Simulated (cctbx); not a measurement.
# Symmetry from intensities

Cell: a = 9.8980 Å, b = 8.6850 Å, c = 6.4800 Å, α = 90.00°, β = 100.12°, γ = 90.00°. Expected content of the cell: La4 Ge4 Fe30 H4.

Simulated single-crystal data (cctbx): Mo Kα, λ = 0.71073 Å, to d = 0.8 Å, 95 % of the full sphere, strongest reflection 70000 counts, noise from counting, a 3 % proportional error and a noise floor of 15 counts (s.d.); no absorption.

Tests on the unmerged data give:

```text
4279 reflections to d = 0.800 A
centring   violations  <I/sigma> of those
    A        958 of  2136     10.4
    B        958 of  2141     10.4
    C          0 of  2141     -0.0
    I        888 of  2128      8.5
    R       1220 of  2852      9.3
    F        958 of  3209      7.0
Laue class    unique    Rint  (classes that these axes allow; Friedel mates merged)
C 1 2/m 1         605   0.023
space group    extra absences  I>4sigma  <I/sigma>
C 1 2 1                 0          0         -  acentric
C 1 m 1                 0          0         -  acentric
C 1 2/m 1               0          0         -  centric
Wilson B = 1.28 A^2   <|E^2-1|> = 0.914 (0.968 centric, 0.736 acentric)   E^2>4: 3.0 %
shell (A)         n   <I/sigma>
 6.48 - 1.59     83     39.7
 1.59 - 1.27     73     37.7
 1.27 - 1.11     75     35.7
 1.11 - 1.01     82     29.6
 1.01 - 0.94     64     38.8
 0.94 - 0.88     82     25.0
 0.88 - 0.84     66     21.9
 0.84 - 0.80     80     31.2
```

Q: Read the symmetry from these tables.

The reflections that C centring forbids are absent (⟨I/σ⟩ near 0), so the lattice is C.

Only C 1 2/m 1 fits these axes (Rint 0.023); a search for a hidden higher lattice was not made.

3 settings pass the absence test. No glide or screw absences show, which leaves C 1 2 1, C 1 m 1 and C 1 2/m 1.

⟨|E²−1|⟩ = 0.914 leans to a centrosymmetric structure. The Wilson B of 1.28 Å² means U ≈ 0.0162 Å².

The true group is C2/m (no. 12), Laue class 2/m, centrosymmetric. The tables only narrow the choice to the tied entries; cell content, site symmetry and trial solutions must settle it.

The model was made for the exercise: a known structure type with other elements put in, its volume estimated, not relaxed; displacement parameters are assumed.

[Logs are printed without paths, hosts, clocks, repeated set-up lines and the standing remarks that a program may print on its own settings, such as how far it seeks lower states.]
